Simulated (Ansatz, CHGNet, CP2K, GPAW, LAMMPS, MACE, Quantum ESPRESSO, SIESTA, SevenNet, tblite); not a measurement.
# Glassy 69SiO2-19Al2O3-6SrO-6Li2O (mol %) (106 atoms): atom by atom

106 atoms (22 Si, 12 Al, 2 Sr, 4 Li, 66 O) placed at random at 3.07 g/cm³, melted at 4000 K for 10 ps at fixed volume with the Morse and Coulomb pair potential with partial charges (Pedone, Malavasi, Menziani, Cormack and Segre, J. Phys. Chem. B 110, 11780 (2006)). Quenched from 4000 K to 300 K at 50 K/ps and fixed volume, held 5 ps.

This is the geometry as built. Method: Kohn-Sham DFT, PBE, PAW, plane waves (Ansatz 0.2.0); cutoff 420 eV, Γ point, fermi-dirac smearing of 0.05 eV; density 3.07 g/cm³.

Cell vectors (Å):

```
10.593 0.000 0.000
0.000 10.593 0.000
0.000 0.000 10.593
```

Positions (Å):

```
1 Si 7.916 7.222 1.706
2 Si 1.411 4.029 4.511
3 Si 3.834 9.720 7.611
4 Si 7.972 10.370 5.600
5 Si 5.662 6.018 6.555
6 Si 6.573 1.797 2.692
7 Si 2.887 4.864 9.070
8 Si 8.952 5.038 10.577
9 Si 4.640 7.535 9.877
10 Si 9.233 3.260 2.450
11 Si 5.000 9.800 4.807
12 Si 9.476 4.836 5.949
13 Si 7.134 5.335 3.747
14 Si 1.480 1.020 7.260
15 Si 7.315 8.055 8.220
16 Si 3.890 2.099 5.276
17 Si 9.530 0.570 10.214
18 Si 5.144 3.997 1.454
19 Si 7.030 10.110 0.953
20 Si 3.503 0.890 0.524
21 Si 1.137 9.133 2.956
22 Si 4.071 9.006 2.155
23 Al 6.830 2.585 5.936
24 Al 4.464 2.245 8.355
25 Al 2.361 6.454 6.571
26 Al 1.945 4.913 1.402
27 Al 0.149 6.598 8.501
28 Al 6.807 0.745 8.629
29 Al 6.587 4.052 9.126
30 Al 0.371 7.529 0.527
31 Al 10.253 7.820 5.448
32 Al 10.346 1.043 4.433
33 Al 1.353 2.404 10.335
34 Al 1.483 9.518 9.462
35 Sr 9.632 2.868 7.884
36 Sr 3.793 6.411 3.717
37 Li 9.894 9.267 7.772
38 Li 10.549 6.215 2.849
39 Li 0.660 1.267 2.018
40 Li 7.406 7.749 4.927
41 O 3.945 8.531 8.751
42 O 10.229 2.359 3.267
43 O 3.982 10.487 1.754
44 O 0.949 0.024 3.616
45 O 8.444 1.166 9.205
46 O 5.083 2.784 6.045
47 O 10.490 10.173 9.293
48 O 6.585 9.734 5.161
49 O 4.085 1.784 10.022
50 O 6.212 7.479 9.372
51 O 5.666 4.105 10.568
52 O 7.781 5.976 0.754
53 O 4.393 0.760 4.674
54 O 3.714 4.734 1.690
55 O 1.056 7.897 9.513
56 O 7.571 1.077 6.463
57 O 0.904 7.544 6.661
58 O 2.174 10.228 7.730
59 O 7.061 8.514 1.314
60 O 8.958 9.118 5.936
61 O 1.884 5.693 8.141
62 O 4.940 8.802 3.532
63 O 0.715 9.193 1.378
64 O 8.246 4.184 9.501
65 O 1.976 4.198 10.349
66 O 4.393 8.031 0.843
67 O 6.308 5.549 5.075
68 O 6.105 4.840 2.559
69 O 8.584 10.382 0.657
70 O 7.059 9.669 8.131
71 O 1.213 4.498 2.991
72 O 3.572 3.720 8.426
73 O 0.115 3.782 5.453
74 O 6.686 2.276 4.215
75 O 2.673 8.635 2.945
76 O 6.069 5.030 7.702
77 O 10.163 5.943 10.072
78 O 8.443 4.433 3.443
79 O 9.630 4.176 1.192
80 O 9.321 6.287 5.310
81 O 4.194 9.295 6.071
82 O 9.476 7.385 1.654
83 O 6.300 2.439 8.432
84 O 10.428 1.730 0.217
85 O 2.319 1.870 1.160
86 O 4.652 0.490 7.853
87 O 2.774 3.063 4.455
88 O 0.282 0.946 6.260
89 O 8.826 0.361 4.287
90 O 8.794 7.692 8.450
91 O 2.587 10.418 10.308
92 O 1.525 6.624 1.365
93 O 2.726 1.683 6.527
94 O 6.131 0.008 10.381
95 O 7.943 2.391 1.993
96 O 0.345 8.195 3.965
97 O 1.990 5.409 5.216
98 O 6.541 7.384 6.862
99 O 1.239 1.971 8.619
100 O 10.027 5.265 7.416
101 O 8.170 3.856 6.154
102 O 6.576 0.285 2.303
103 O 5.281 2.511 1.974
104 O 7.402 6.789 3.189
105 O 4.080 6.407 6.354
106 O 3.872 6.156 9.558
```

**Question.** What force acts on each atom, and what charge does it carry?

Columns: atom, q, fx, fy, fz (forces in eV/Å, q the Löwdin charge in e).

```
1 1.76 0.506 1.148 -0.820
2 1.71 2.686 1.154 0.333
3 1.76 0.691 0.943 1.180
4 1.72 2.405 1.013 -2.119
5 1.71 1.139 0.938 1.384
6 1.75 1.369 2.598 0.626
7 1.78 -0.357 4.398 3.571
8 1.76 -1.274 2.746 3.263
9 1.77 1.455 0.011 -1.087
10 1.75 -4.476 0.877 0.733
11 1.79 1.083 2.645 0.323
12 1.64 -0.031 0.597 0.896
13 1.71 -0.220 -3.272 -3.751
14 1.70 1.630 2.426 0.982
15 1.69 -3.805 1.278 0.310
16 1.77 -4.636 1.291 1.853
17 1.72 -1.540 -1.992 -0.917
18 1.75 0.514 2.213 0.792
19 1.74 1.037 -0.500 0.075
20 1.74 -2.177 -1.624 1.383
21 1.72 -1.650 1.883 -1.734
22 1.73 -1.265 -0.839 -1.697
23 1.32 0.718 0.572 -1.247
24 1.34 -0.145 -1.220 0.299
25 1.34 -1.844 -1.073 0.739
26 1.28 1.315 0.961 0.600
27 1.27 -0.736 -0.367 -1.743
28 1.30 0.014 -2.567 1.645
29 1.37 -1.643 0.806 -0.601
30 1.30 -1.585 0.962 1.870
31 1.30 -1.327 0.180 0.859
32 1.32 1.167 -1.272 0.740
33 1.30 2.199 -0.356 -0.149
34 1.32 0.633 1.528 0.316
35 1.88 -0.296 -1.014 0.640
36 1.88 -0.080 -1.193 -0.641
37 0.83 -1.000 -0.101 0.103
38 0.83 0.052 0.441 -0.046
39 0.84 0.650 -0.564 -0.070
40 0.82 0.105 0.285 0.563
41 -0.76 -0.989 1.498 -1.586
42 -0.85 1.685 -0.083 0.051
43 -0.76 0.669 2.799 -0.379
44 -0.88 0.391 0.901 -0.284
45 -0.91 0.183 1.272 -1.340
46 -0.80 -0.206 1.183 1.652
47 -0.89 -0.751 0.686 -0.168
48 -0.80 -1.706 -1.188 -0.984
49 -0.81 1.622 2.021 -1.771
50 -0.78 -0.534 -0.150 0.890
51 -0.83 0.188 0.481 -0.729
52 -0.79 -0.390 -2.571 -2.410
53 -0.77 0.925 -3.266 -2.226
54 -0.88 -0.784 0.340 0.695
55 -0.86 -0.858 -1.899 -0.859
56 -0.82 0.184 0.766 2.110
57 -0.86 0.262 0.287 1.020
58 -0.75 0.298 -3.434 0.752
59 -0.79 -0.801 0.113 0.317
60 -0.86 1.149 -1.872 0.892
61 -0.80 -1.122 0.651 -0.936
62 -0.80 0.797 -0.889 -0.125
63 -0.82 -0.115 -0.409 -0.169
64 -0.87 0.261 -1.277 -1.659
65 -0.79 -1.247 -0.615 -0.407
66 -0.76 -0.202 -0.062 1.105
67 -0.80 -1.570 0.354 1.382
68 -0.83 -1.353 0.007 0.549
69 -0.79 1.969 -0.089 0.742
70 -0.84 0.576 -1.189 -1.114
71 -0.85 -0.792 0.333 -1.143
72 -0.81 2.265 -2.956 -2.883
73 -0.78 -0.799 -0.717 -0.265
74 -0.84 -0.135 -0.111 -0.140
75 -0.84 1.410 -1.241 0.371
76 -0.82 0.029 -1.304 1.028
77 -0.80 1.216 0.741 -0.532
78 -0.79 1.856 -0.259 0.891
79 -0.78 1.751 -0.230 -0.207
80 -0.84 -0.417 1.308 -1.902
81 -0.78 -1.644 -1.807 1.308
82 -0.87 2.350 0.475 0.349
83 -0.85 -0.768 0.408 -0.761
84 -0.87 0.327 1.196 1.415
85 -0.87 -0.910 0.615 0.349
86 -0.79 1.024 0.290 0.109
87 -0.76 0.460 -0.708 0.082
88 -0.83 -2.180 0.169 -1.228
89 -0.84 -1.845 -0.459 1.184
90 -0.85 3.521 -0.925 0.034
91 -0.86 0.267 -0.468 -0.136
92 -0.93 0.912 -2.512 1.147
93 -0.80 2.440 1.282 -1.376
94 -0.82 -0.840 0.934 -2.201
95 -0.80 0.317 0.005 -0.861
96 -0.86 -0.066 -1.641 -0.261
97 -0.90 0.423 0.718 -0.460
98 -0.83 0.390 0.228 -1.156
99 -0.87 -0.242 -0.219 -1.230
100 -0.88 0.032 -0.461 1.033
101 -0.85 -0.054 -0.567 0.024
102 -0.79 -0.331 -1.929 1.072
103 -0.79 -0.606 -2.087 0.644
104 -0.84 0.369 2.944 1.248
105 -0.85 1.019 0.144 -0.660
106 -0.77 -0.560 -1.492 0.650
```

The quench rate of 50 K/ps is many orders above laboratory rates, so the cell is likely richer in defects and strain than a real sample. The network of bonds at the start is that of the classical potential that made the cell, and needn't be the one that DFT or experiment would give. Only the Γ point is sampled, in a cell whose shortest periodic width is 11 Å. The Löwdin charges lack the electrons that the projection spills, 0.062 e an atom on average.

The r.m.s. force component is 1.35 eV/Å; the longest force, 5.68 eV/Å, acts on Si7.

[Long decimals in the printed logs are rounded to 6 places.]

[Logs are printed without paths, hosts, clocks, repeated set-up lines and the standing remarks that a program may print on its own settings, such as how far it seeks lower states.]

[Hosts, paths, dates, database ids (printed as entryN), source tags and the programs' standing remarks are cut or masked in the printed files.]
